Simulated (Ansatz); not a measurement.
# The Zr2NOS MXene bilayer (AA) between two gates, part 2 of 3

How do the bands of the Zr2NOS MXene bilayer (AA) follow a displacement field between two gates?

Ansatz 0.2.0; plane-wave DFT, LDA, Ansatz PAW.

So far. Step 2 (Relaxation): The lattice constant a goes from 3.217 to 3.302 Å.

## Step 3: Gated layer, displacement field 0, start network

The slab is cut off from its images along the normal. Two sheets of opposite charge stand for the gates, so the stack stays neutral in a displacement field; barriers ahead of the sheets keep electrons from leaking to them. The uncharged case sets the zero.

The cell differs from the one that the last finished run ended in (c 59.423 → 56.615 Å).

Contents of input.yaml:

```yaml
crystal:
  lattice:
    - [3.3016132151, 0.0, 0.0]
    - [-1.6508066076, 2.8592809178, 0.0]
    - [0.0, 0.0, 56.6154400106]
  atoms:
    - { symbol: S, position: [0.3333333333, 0.6666666667, 0.3903528789] }
    - { symbol: Zr, position: [0.6666666667, 0.3333333333, 0.4183372677] }
    - { symbol: "N", position: [0.0, 0.0, 0.4418529526] }
    - { symbol: Zr, position: [0.3333333333, 0.6666666667, 0.4653183143] }
    - { symbol: O, position: [0.6666666667, 0.3333333333, 0.4788676973] }
    - { symbol: S, position: [0.3333333333, 0.6666666667, 0.5192617692] }
    - { symbol: Zr, position: [0.6666666667, 0.3333333333, 0.5476657946] }
    - { symbol: "N", position: [0.0, 0.0, 0.5711153622] }
    - { symbol: Zr, position: [0.3333333333, 0.6666666667, 0.5935659615] }
    - { symbol: O, position: [0.6666666667, 0.3333333333, 0.6096471211] }
  periodic: [true, true, false]
  symmetry: { detect: true }
kpoints:
  mp_grid: { grid: [30, 30, 1] }
  band_path:
    path: [[0, 0, 0], [0.5, 0, 0], [0.33333333, 0.33333333, 0], [0, 0, 0]]
    npoints: 16
hamiltonian:
  xc: lda
scf:
  occupations: { method: fermi_dirac, width: 0.05 }
  convergence: { dr2_threshold: 1.0e-10 }
output:
  forces: true
  eigenvalues: true
  dos: { projected: true, e_range: [-3, 3], de: 0.01 }
  write_potential: true
  write_density: true
  volumetric_format: npy
  elf: true
external_charges:
  - { charge: 0, barrier: 10, axis: 3, height: 37.015, sigma: 0.25 }
  - { charge: 0, barrier: 10, axis: 3, height: 19.6, sigma: 0.25 }
```

On the command line:

```sh
$ ansatz run input.yaml --threads 4 --pin off --max-ram 12288MiB --backend cpu --events-out ev --progress --plain --runs-dir out
```

Numbers of over 12 decimals in the logs are rounded to 6 here.

Output:

```text
[...]
Crystal: 10 atoms, lattice volume = 534.463 Å³
Basis set: ecut = 420 eV, 10617 PW (Γ)
Bands: 51, of which v1, the nominal top of the filled ones, is band 41 counted from 1 (40 counted from 0)
Symmetry: 6 space group operations
[...]
k-points: 91 of 900 (time reversal used)
[...]
SCF iter   1: F=—  HF=-19923.846490 eV  |F-HF|=—  |Δ(HF+E_count)|=         —  Δρ=6.97e-3  dr2=7.21e0  ethr=1.77e-3  ⟨swp⟩=12.8  Hψ=33265  notcnv=0  defer=122
[...]
SCF iter  11: F=-19923.716788 eV  HF=-19923.716788 eV  |F-HF|=5.82e-11  |Δ(HF+E_count)|=  7.28e-10  Δρ=9.36e-8  dr2=8.45e-11  ethr=1.00e-12  ⟨swp⟩=26.4  Hψ=49349  notcnv=0
SCF 1 converged in 11 iterations: F = -19923.716788 eV  dr2 = 8.45e-11
[...]
NSCF: frozen V_eff on 49 k-points
[...]
SCF converged after 11 iterations
Free energy (F): -19923.716788 eV
[...]
Internal energy: -19923.692413 eV  (E = F + TS)
E sigma→0 (E₀):  -19923.704601 eV
Entropy (-TS):   -0.024374 eV (-2.437 meV/atom)
Fermi energy:    -5.232678 eV
[...]
--- Forces (eV/Å), atoms and charges each counted from 1 ---
  atom   1  S     -0.00000000    -0.00000000     0.07700506
  atom   2  Zr    -0.00000000     0.00000000     0.01097539
  atom   3  N      0.00000000     0.00000000    -0.00652441
  atom   4  Zr    -0.00000000     0.00000000    -0.00295687
  atom   5  O      0.00000000     0.00000000     0.00117077
  atom   6  S      0.00000000    -0.00000000     0.00817074
  atom   7  Zr    -0.00000000     0.00000000    -0.00342979
  atom   8  N      0.00000000     0.00000000    -0.01579379
  atom   9  Zr    -0.00000000     0.00000000     0.00386523
  atom  10  O      0.00000000     0.00000000    -0.01770419
  external charge   1     0.00000000     0.00000000     0.02950879
  external charge   2     0.00000000     0.00000000    -0.08498596
  max |Σ_I F_I| component, the external charges' with the atoms': 6.99e-4 eV/Å
--- Band table (eV; the first three rows and the last of 91) ---
  k-point 0: bands = [... 37 lower, -6.3334, -6.1768, -6.1768, -4.7965, -4.7965, -4.7548, -4.6879, -4.6879, ... 6 higher]
  k-point 1: bands = [... 37 lower, -6.3696, -6.2496, -6.2140, -4.8322, -4.7549, -4.7488, -4.6281, -4.6161, ... 6 higher]
  k-point 2: bands = [... 37 lower, -6.4603, -6.4223, -6.3083, -4.9208, -4.7855, -4.6197, -4.4750, -4.4663, ... 6 higher]
  k-point 90: bands = [... 37 lower, -8.3781, -8.0890, -7.9984, -4.4082, -4.2749, -3.9682, -3.6960, -3.1858, ... 6 higher]
```

It took 2 min on 4 threads of Arm Neoverse V2, shared host; peak memory 2.1 GiB; 7.8 min of CPU time.

Numbers from this step:

```yaml
energy_at_zero_smearing: -19923.7046 eV
potential_beyond_the_upper_barrier_and_gate_less_the_barrier_from_the_fermi_level: 4.799 eV
```

Running mean over a fixed 2.5 Å (it still follows the layers) of the planar mean; beyond a gate it holds the 10 eV model barrier. Electron's electrostatic potential energy less the Fermi level against z:

z (Å), electron's electrostatic potential energy less the Fermi level (eV) and a bar from the least value:
```
        4       15.7 ##############################
        5       15.7 ##############################
        6       15.7 ##############################
        7       15.7 ##############################
        8       15.7 ##############################
        9       15.7 ##############################
       10       15.7 ##############################
       11       15.7 ##############################
       12       15.7 ##############################
       13       15.7 ##############################
       14       15.7 ##############################
       15       15.7 ##############################
       16       15.7 ##############################
       17       15.7 ##############################
       18       15.6 ##############################
       19       13.0 ###########################
       20        8.7 #######################
       21        1.7 ###############
       22       -3.6 #########
       23      -10.3 ##
       24      -10.7 ##
       25      -10.4 ##
       26      -12.4 
       27       -9.5 ###
       28       -3.3 ##########
       29       -2.5 ###########
       30       -9.0 ####
       31      -10.5 ##
       32      -10.9 ##
       33      -11.8 #
       34      -10.6 ##
       35       -3.4 ##########
       36        4.5 ##################
       37        9.7 ########################
       38       13.7 ############################
       39       14.8 #############################
       40       14.8 #############################
       41       14.8 #############################
       42       14.8 #############################
       43       14.8 #############################
       44       14.8 #############################
       45       14.8 #############################
       46       14.8 #############################
       47       14.8 #############################
       48       14.8 #############################
       49       14.8 #############################
       50       14.8 #############################
       51       14.8 #############################
       52       14.8 #############################
```

The density of states has structure finer than the step of the table below, so its rows give means over 0.2 eV, whole bins alone (the curve runs from -3 to 1.96 eV). Peaks (eV: height): -2.89: 7.86, -2.77: 13.8, -2.46: 8.23, -1.83: 5.61, 0.89: 5.17, 1.71: 11.5, 1.86: 8.42.

Table of density of states by energy, zero at the Fermi level; means over each step:

```tsv
energy (eV)	density of states (states/eV a cell)
-2.8	7.07
-2.6	4.70
-2.4	5.13
-2.2	4.15
-2.0	4.18
-1.8	5.01
-1.6	3.25
-1.4	1.65
-1.2	1.12
-1.0	1.11
-0.8	0.942
-0.6	1.75
-0.4	2.23
-0.2	2.54
0.0	3.14
0.2	3.11
0.4	3.12
0.6	2.58
0.8	3.25
1.0	3.22
1.2	3.22
1.4	3.57
1.6	4.33
1.8	5.36
```

Projected DOS per atom over height of the atomic layer and energy from the Fermi level. Layers: S Zr N Zr O S Zr N Zr O from below.

Ten even steps from '0' (0.01 states/eV) to '9' (2.06 states/eV), each cell a mean:
```
0317003160
0216003160
0314002030
0302002030
1303002020
0202003020
0202002020
1303002020
1302003020
0201002010
0200002010
0100002000
0000001000
1000001000
2000010000
4100021000
9210062000
7100062000
7110061000
9120161000
6110171100
5110292201
```
Columns: height of the atomic layer (Å) from 22.1 to 34.5 (not evenly spaced); rows upwards: energy from the Fermi level (eV) from -2.98 to 1.97.

The electronic bands at the labelled points (eV, zero at the Fermi level):

```tsv
point	band 37	band 38	band 39	band 40	band 41	band 42	band 43	band 44
Γ	-1.10	-1.10	-0.94	-0.94	0.44	0.44	0.48	0.54
halfway	-2.52	-2.13	-1.70	-1.58	-0.60	-0.19	1.60	1.63
M	-2.77	-2.46	-1.83	-1.69	-1.17	-0.66	1.69	2.07
halfway	-3.06	-3.04	-2.58	-2.28	-0.17	0.26	1.72	1.91
K	-3.32	-3.15	-2.86	-2.77	0.82	0.96	1.26	1.54
halfway	-2.79	-2.51	-2.09	-1.85	0.18	0.45	0.55	0.82
Γ	-1.10	-1.10	-0.94	-0.94	0.44	0.44	0.48	0.54
```

Force by atom:

```tsv
atom	x (eV/Å)	y (eV/Å)	z (eV/Å)	size
S1	0.0000	0.0000	0.0770	0.0770
Zr2	0.0000	0.0000	0.0110	0.0110
N3	0.0000	0.0000	-0.0065	0.0065
Zr4	0.0000	0.0000	-0.0030	0.0030
O5	0.0000	0.0000	0.0012	0.0012
S6	0.0000	0.0000	0.0082	0.0082
Zr7	0.0000	0.0000	-0.0034	0.0034
N8	0.0000	0.0000	-0.0158	0.0158
Zr9	0.0000	0.0000	0.0039	0.0039
O10	0.0000	0.0000	-0.0177	0.0177
```

Valence density in the ca plane at fractional y = 0.333, with atoms of Zr and O within 0.2 Å of it. It is the smooth field of the valence electrons, not physical close to the nuclei.

Ten steps, logarithmic in the rise over the least value, from '0' (0.0 e/Å³) to '9' (6.7 e/Å³), each cell a mean:
```
34554311233346654332334553200000000000000000
35787521122468885322246886310000000000000000
36899631112478886322247997410000000000000000
35898521122478886322247997410000000000000000
34676421223357775322235665210000000000000000
34443212334344543333334432100000000000000000
44432112344433233444444321000000000000000000
45431112344432233444454311000000000000000000
44432112344433333443444321100000000000000000
```
Columns run along c (16.0 Å, from fractional 0.46 to 0.74 of the cell), rows up along a (3.3 Å). Atoms in or near the plane, at fractional coordinates: O at (0.48, 0.67), Zr at (0.55, 0.67), O at (0.61, 0.67).

Electrostatic potential energy in the ca plane at fractional y = 0.333, with atoms of Zr and O within 0.2 Å of it. With pseudopotentials it is smooth inside the atoms' cores, unlike the true potential.

Ten even steps from '0' (-69 eV) to '9' (0 eV), each cell a mean:
```
99999998755688988888999999987556889888888999
99999987300368999854599999974102689998744799
99999986100158999731389999972000489998512599
99999986200168999842489999973001589999523699
99999997522578998876799999986324789988867999
99999998877789988788999999988777899887889999
99999889988999887678999998889888998876789999
99998889999999887678999988899999998876789999
99999888888889887778999998898888898877789999
```
Columns run along c (16.0 Å, from fractional 0.36 to 0.64 of the cell; values clipped at the 3rd and 97th percentile), rows up along a (3.3 Å). Atoms in or near the plane, at fractional coordinates: Zr at (0.42, 0.67), O at (0.48, 0.67), Zr at (0.55, 0.67), O at (0.61, 0.67).

ELF in the ca plane at fractional y = 0.333, with atoms of Zr and O within 0.2 Å of it. It is the smooth field of the valence electrons, not physical close to the nuclei.

Ten even steps from '0' (0.00) to '9' (0.81), each cell a mean:
```
00000000000000001246652477423311368730256533
00000000000000000012214889831113799971012238
00000000000000000001116934951115975993001149
00000000000000000001115967941114887982011149
00000000000000000134433789622212589951134326
00000000000000002467874233235411234421378742
00000000000000013689997421367523321002799984
00000000000000014799998522478523420003799985
00000000000000012579986211246421212211589963
```
Columns run along c (16.0 Å, from fractional 0.26 to 0.55 of the cell), rows up along a (3.3 Å). Atoms in or near the plane, at fractional coordinates: Zr at (0.42, 0.67), O at (0.48, 0.67).

There is no gap.

## Step 4: Gated layer, displacement field 0.543 V/nm

Changes to input.yaml since step 3:

```diff
@@ -31,3 +31,2 @@
   eigenvalues: true
-  dos: { projected: true, e_range: [-3, 3], de: 0.01 }
   write_potential: true
@@ -35,5 +34,6 @@
   volumetric_format: npy
-  elf: true
 external_charges:
   - { charge: 0, barrier: 10, axis: 3, height: 37.015, sigma: 0.25 }
+  - { charge: -0.002832, axis: 3, height: 38.515, sigma: 0.33 }
   - { charge: 0, barrier: 10, axis: 3, height: 19.6, sigma: 0.25 }
+  - { charge: 0.002832, axis: 3, height: 18.1, sigma: 0.33 }
```

Output:

```text
[...]
Crystal: 10 atoms, lattice volume = 534.463 Å³
Basis set: ecut = 420 eV, 10617 PW (Γ)
Bands: 51, of which v1, the nominal top of the filled ones, is band 41 counted from 1 (40 counted from 0)
Symmetry: 6 space group operations
[...]
k-points: 91 of 900 (time reversal used)
[...]
SCF iter   1: F=—  HF=-19932.399389 eV  |F-HF|=—  |Δ(HF+E_count)|=         —  Δρ=6.79e-2  dr2=3.21e1  ethr=3.10e-3  ⟨swp⟩=12.7  Hψ=33479  notcnv=0  defer=89
[...]
SCF iter  15: F=-19923.718758 eV  HF=-19923.718758 eV  |F-HF|=6.98e-10  |Δ(HF+E_count)|=  1.09e-10  Δρ=5.06e-8  dr2=1.65e-11  ethr=1.00e-12  ⟨swp⟩=31.3  Hψ=47588  notcnv=0
SCF 1 converged in 15 iterations: F = -19923.718758 eV  dr2 = 1.65e-11
[...]
SCF converged after 15 iterations
Free energy (F): -19923.718758 eV
[...]
Internal energy: -19923.694389 eV  (E = F + TS)
E sigma→0 (E₀):  -19923.706573 eV
Entropy (-TS):   -0.024369 eV (-2.437 meV/atom)
Fermi energy:    -5.243637 eV
[...]
--- Forces (eV/Å), atoms and charges each counted from 1 ---
  atom   1  S      0.00000000    -0.00000000     0.07233626
  atom   2  Zr    -0.00000000     0.00000000     0.01955294
  atom   3  N      0.00000000     0.00000000    -0.00800111
  atom   4  Zr    -0.00000000     0.00000000    -0.00567596
  atom   5  O     -0.00000000     0.00000000     0.00212425
  atom   6  S      0.00000000    -0.00000000     0.00918006
  atom   7  Zr    -0.00000000     0.00000000    -0.00729823
  atom   8  N      0.00000000     0.00000000    -0.02014792
  atom   9  Zr    -0.00000000     0.00000000     0.03488974
  atom  10  O      0.00000000     0.00000000    -0.04055539
  external charge   1     0.00000000     0.00000000     0.02901666
  external charge   2     0.00000000     0.00000000    -0.00007709
  external charge   3     0.00000000     0.00000000    -0.08610783
  external charge   4     0.00000000     0.00000000     0.00007655
  max |Σ_I F_I| component, the external charges' with the atoms': 6.87e-4 eV/Å
--- Band table (eV; the first three rows and the last of 91) ---
  k-point 0: bands = [... 37 lower, -6.3440, -6.1912, -6.1912, -4.8058, -4.8058, -4.7656, -4.6990, -4.6990, ... 6 higher]
  k-point 1: bands = [... 37 lower, -6.3803, -6.2640, -6.2283, -4.8419, -4.7661, -4.7582, -4.6391, -4.6267, ... 6 higher]
  k-point 2: bands = [... 37 lower, -6.4711, -6.4369, -6.3226, -4.9306, -4.7970, -4.6291, -4.4861, -4.4764, ... 6 higher]
  k-point 90: bands = [... 37 lower, -8.3935, -8.1007, -8.0169, -4.4169, -4.2858, -3.9763, -3.7066, -3.1949, ... 6 higher]
```

Run time: 2.2 min. Hardware: 4 threads; peak memory 1.9 GiB.

This step gave:

```
energy at zero smearing                                                             : -19923.7066 eV
potential beyond the upper barrier and gate, less the barrier, from the Fermi level : 4.991 eV
```

Electronic bands along the path, in eV, zero at the Fermi level:

```tsv
point	band 37	band 38	band 39	band 40	band 41	band 42	band 43	band 44
Γ	-1.10	-1.10	-0.95	-0.95	0.44	0.44	0.48	0.54
halfway	-2.52	-2.14	-1.70	-1.58	-0.60	-0.19	1.60	1.63
M	-2.77	-2.46	-1.83	-1.69	-1.17	-0.66	1.69	2.07
halfway	-3.06	-3.04	-2.59	-2.28	-0.17	0.25	1.72	1.91
K	-3.32	-3.15	-2.86	-2.77	0.83	0.96	1.27	1.54
halfway	-2.79	-2.51	-2.09	-1.85	0.18	0.45	0.55	0.82
Γ	-1.10	-1.10	-0.95	-0.95	0.44	0.44	0.48	0.54
```

Force by atom:

```tsv
atom	x (eV/Å)	y (eV/Å)	z (eV/Å)	size
S1	0.0000	0.0000	0.0723	0.0723
Zr2	0.0000	0.0000	0.0196	0.0196
N3	0.0000	0.0000	-0.0080	0.0080
Zr4	0.0000	0.0000	-0.0057	0.0057
O5	0.0000	0.0000	0.0021	0.0021
S6	0.0000	0.0000	0.0092	0.0092
Zr7	0.0000	0.0000	-0.0073	0.0073
N8	0.0000	0.0000	-0.0201	0.0201
Zr9	0.0000	0.0000	0.0349	0.0349
O10	0.0000	0.0000	-0.0406	0.0406
```

There is no gap.

Of the bands kept, 2 cross the Fermi level on this path.

## Step 5: Gated layer, displacement field 1.09 V/nm

Changes to input.yaml since step 4:

```diff
@@ -36,4 +36,4 @@
   - { charge: 0, barrier: 10, axis: 3, height: 37.015, sigma: 0.25 }
-  - { charge: -0.002832, axis: 3, height: 38.515, sigma: 0.33 }
+  - { charge: -0.005664, axis: 3, height: 38.515, sigma: 0.33 }
   - { charge: 0, barrier: 10, axis: 3, height: 19.6, sigma: 0.25 }
-  - { charge: 0.002832, axis: 3, height: 18.1, sigma: 0.33 }
+  - { charge: 0.005664, axis: 3, height: 18.1, sigma: 0.33 }
```

Output:

```text
[...]
Crystal: 10 atoms, lattice volume = 534.463 Å³
Basis set: ecut = 420 eV, 10617 PW (Γ)
Bands: 51, of which v1, the nominal top of the filled ones, is band 41 counted from 1 (40 counted from 0)
Symmetry: 6 space group operations
[...]
k-points: 91 of 900 (time reversal used)
[...]
--- Band table (eV; the first three rows and the last of 91) ---
  k-point 0: bands = [... 37 lower, -6.3548, -6.2057, -6.2057, -4.8153, -4.8153, -4.7766, -4.7102, -4.7102, ... 6 higher]
  k-point 1: bands = [... 37 lower, -6.3911, -6.2786, -6.2428, -4.8517, -4.7775, -4.7677, -4.6504, -4.6374, ... 6 higher]
  k-point 2: bands = [... 37 lower, -6.4821, -6.4516, -6.3370, -4.9406, -4.8088, -4.6386, -4.4973, -4.4867, ... 6 higher]
  k-point 90: bands = [... 37 lower, -8.4091, -8.1126, -8.0357, -4.4259, -4.2970, -3.9845, -3.7173, -3.2042, ... 6 higher]
[key lines of the parts left out:]
SCF converged after 15 iterations
Free energy (F): -19923.719763 eV
Fermi energy:    -5.254760 eV
```

It took 2.2 min on 4 threads; peak memory 1.9 GiB; 8.8 min of CPU time.

There is no gap.

## Step 6: Gated layer, displacement field 2.17 V/nm

Changes to input.yaml since step 5:

```diff
@@ -31,2 +31,3 @@
   eigenvalues: true
+  dos: { projected: true, e_range: [-3, 3], de: 0.01 }
   write_potential: true
@@ -34,6 +35,7 @@
   volumetric_format: npy
+  elf: true
 external_charges:
   - { charge: 0, barrier: 10, axis: 3, height: 37.015, sigma: 0.25 }
-  - { charge: -0.005664, axis: 3, height: 38.515, sigma: 0.33 }
+  - { charge: -0.011328, axis: 3, height: 38.515, sigma: 0.33 }
   - { charge: 0, barrier: 10, axis: 3, height: 19.6, sigma: 0.25 }
-  - { charge: 0.005664, axis: 3, height: 18.1, sigma: 0.33 }
+  - { charge: 0.011328, axis: 3, height: 18.1, sigma: 0.33 }
```

Output:

```text
[...]
Crystal: 10 atoms, lattice volume = 534.463 Å³
Basis set: ecut = 420 eV, 10617 PW (Γ)
Bands: 51, of which v1, the nominal top of the filled ones, is band 41 counted from 1 (40 counted from 0)
Symmetry: 6 space group operations
[...]
k-points: 91 of 900 (time reversal used)
[...]
--- Band table (eV; the first three rows and the last of 91) ---
  k-point 0: bands = [... 37 lower, -6.3768, -6.2354, -6.2354, -4.8348, -4.8348, -4.7992, -4.7331, -4.7331, ... 6 higher]
  k-point 1: bands = [... 37 lower, -6.4133, -6.3082, -6.2723, -4.8718, -4.8009, -4.7873, -4.6733, -4.6593, ... 6 higher]
  k-point 2: bands = [... 37 lower, -6.5047, -6.4816, -6.3662, -4.9612, -4.8327, -4.6582, -4.5203, -4.5079, ... 6 higher]
  k-point 90: bands = [... 37 lower, -8.4408, -8.1367, -8.0736, -4.4443, -4.3198, -4.0014, -3.7394, -3.2232, ... 6 higher]
[key lines of the parts left out:]
SCF converged after 15 iterations
Free energy (F): -19923.718876 eV
Fermi energy:    -5.277524 eV
```

It took 2.3 min on 4 threads; peak memory 2 GiB; 9.1 min of CPU time.

The density of states has structure finer than the step of the table below, so its rows give means over 0.2 eV, whole bins alone (the curve runs from -3 to 1.96 eV). Peaks (eV: height): -2.89: 8.61, -2.77: 13.1, -2.49: 7.79, -1.83: 5.65, 0.88: 5.22, 1.72: 10.1, 1.86: 7.88.

The density of states by energy, zero at the Fermi level; means over each step:

```tsv
energy (eV)	density of states (states/eV a cell)
-2.8	7.14
-2.6	4.78
-2.4	4.91
-2.2	4.15
-2.0	4.18
-1.8	5.12
-1.6	3.04
-1.4	1.59
-1.2	1.06
-1.0	1.07
-0.8	0.939
-0.6	1.77
-0.4	2.23
-0.2	2.54
0.0	3.12
0.2	3.11
0.4	3.15
0.6	2.52
0.8	3.34
1.0	3.16
1.2	3.19
1.4	3.56
1.6	4.07
1.8	5.49
```

There is no gap.

(Part 2 of 3 ends here.)

[Logs are printed without paths, hosts, clocks, repeated set-up lines and the standing remarks that a program may print on its own settings, such as how far it seeks lower states.]

[Hosts, paths, dates, database ids (printed as entryN), source tags and the programs' standing remarks are cut or masked in the printed files.]

[Maps of the electrostatic potential energy from Ansatz leave out the sawtooth potential of an applied field or a dipole correction, so their vacuum need not be flat; planar profiles and work functions include it.]
